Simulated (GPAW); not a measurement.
VN2 (I4/mcm), V K edge of atom 1, with 8 N at 2.13 Å (8-fold, site symmetry 422). Method: GPAW, LDA, excited-electron core hole (neutral cell), 24-atom cell with 6.1 Å between holes, 4×4×4 k points, dipole transitions, Gaussian full width 1.01 eV up to 4 eV, rising linearly to 3.5 eV at 25 eV.

```xyz
6
Lattice="-2.1507 2.1507 2.4914 2.1507 -2.1507 2.4914 2.1507 2.1507 -2.4914" Properties=species:S:1:pos:R:3 pbc="T T T"
V     0.0000    0.0000    3.7370
V     0.0000    0.0000    1.2457
N     0.4951    1.6556    0.0000
N    -0.4951    1.6556    2.4914
N     1.6556    0.4951    2.4914
N     2.6459    0.4951    0.0000
```

Energy from the lowest empty level; a common scale on which the isotropic spectrum has a mean of 1 over the first 20 eV.

```csv
E (eV),curve 1,curve 2
-2.00,0.00,0.00
-1.25,0.00,0.00
-0.50,0.01,0.02
0.25,0.12,0.13
1.00,0.29,0.19
1.75,0.25,0.14
2.50,0.34,0.19
3.25,0.31,0.22
4.00,0.13,0.16
4.75,0.03,0.05
5.50,0.00,0.00
6.25,0.01,0.00
7.00,0.08,0.05
7.75,0.24,0.16
8.50,0.22,0.14
9.25,0.17,0.06
10.00,0.45,0.14
10.75,1.02,0.48
11.50,1.63,1.17
12.25,2.15,2.08
13.00,2.24,2.99
13.75,1.90,3.63
14.50,1.61,3.72
15.25,1.55,3.22
16.00,1.65,2.41
16.75,1.75,1.65
17.50,1.85,1.18
18.25,2.03,1.03
19.00,2.31,1.05
19.75,2.58,1.11
20.50,2.65,1.16
21.25,2.45,1.21
22.00,2.03,1.25
22.75,1.53,1.28
23.50,1.12,1.30
24.25,0.87,1.31
25.00,0.78,1.34
25.75,0.77,1.35
26.50,0.80,1.35
27.25,0.84,1.29
28.00,0.89,1.20
28.75,0.94,1.09
29.50,0.99,1.00
30.25,1.02,0.93
31.00,1.02,0.88
31.75,1.00,0.83
```

**Question.** The curves are for the electric vector along different Cartesian axes of the cell as given, averaged over the symmetry-equivalent atoms. Which is which?

Curve 1: along x (⊥ c) (the other in-plane axis gives the same curve within 3 %), main maxima 2.8 eV (0.37), 8.0 eV (0.26), 12.7 eV (2.27) and 20.3 eV (2.66). Curve 2: along z (c), main maxima 3.0 eV (0.23), 8.0 eV (0.17), 14.2 eV (3.76) and 26.0 eV (1.36). A K edge sees empty p states. The first eV above the zero hold little dipole weight, as the lowest empty bands are of d character; the main edge, of 4p character, rises through 0.6 near 10 eV above the zero. Each direction probes the empty orbitals that point along it. The hole lies in one spin channel, while the script sums the empty states of both and takes the lower zero; where the two channels are split, this blurs and shifts the curve. Quadrupole 1s→3d transitions, which feed the pre-edge, are not in the dipole spectrum.

[Banner, clock and machine lines of the logs are left out without a mark of their own.]

[Logs are printed without paths, hosts, clocks, repeated set-up lines and the standing remarks that a program may print on its own settings, such as how far it seeks lower states.]

[Hosts, paths, dates, database ids (printed as entryN), source tags and the programs' standing remarks are cut or masked in the printed files.]

[Lists of maxima count a maximum above −3 eV only where it reaches 4 % of the highest in the window and stands out from its surroundings by 2 % of it (1.5 % where it reaches 55 %); shoulders and weaker maxima are passed over, and of the rest the first, up to two pre-edge ones and the few strongest are named.]
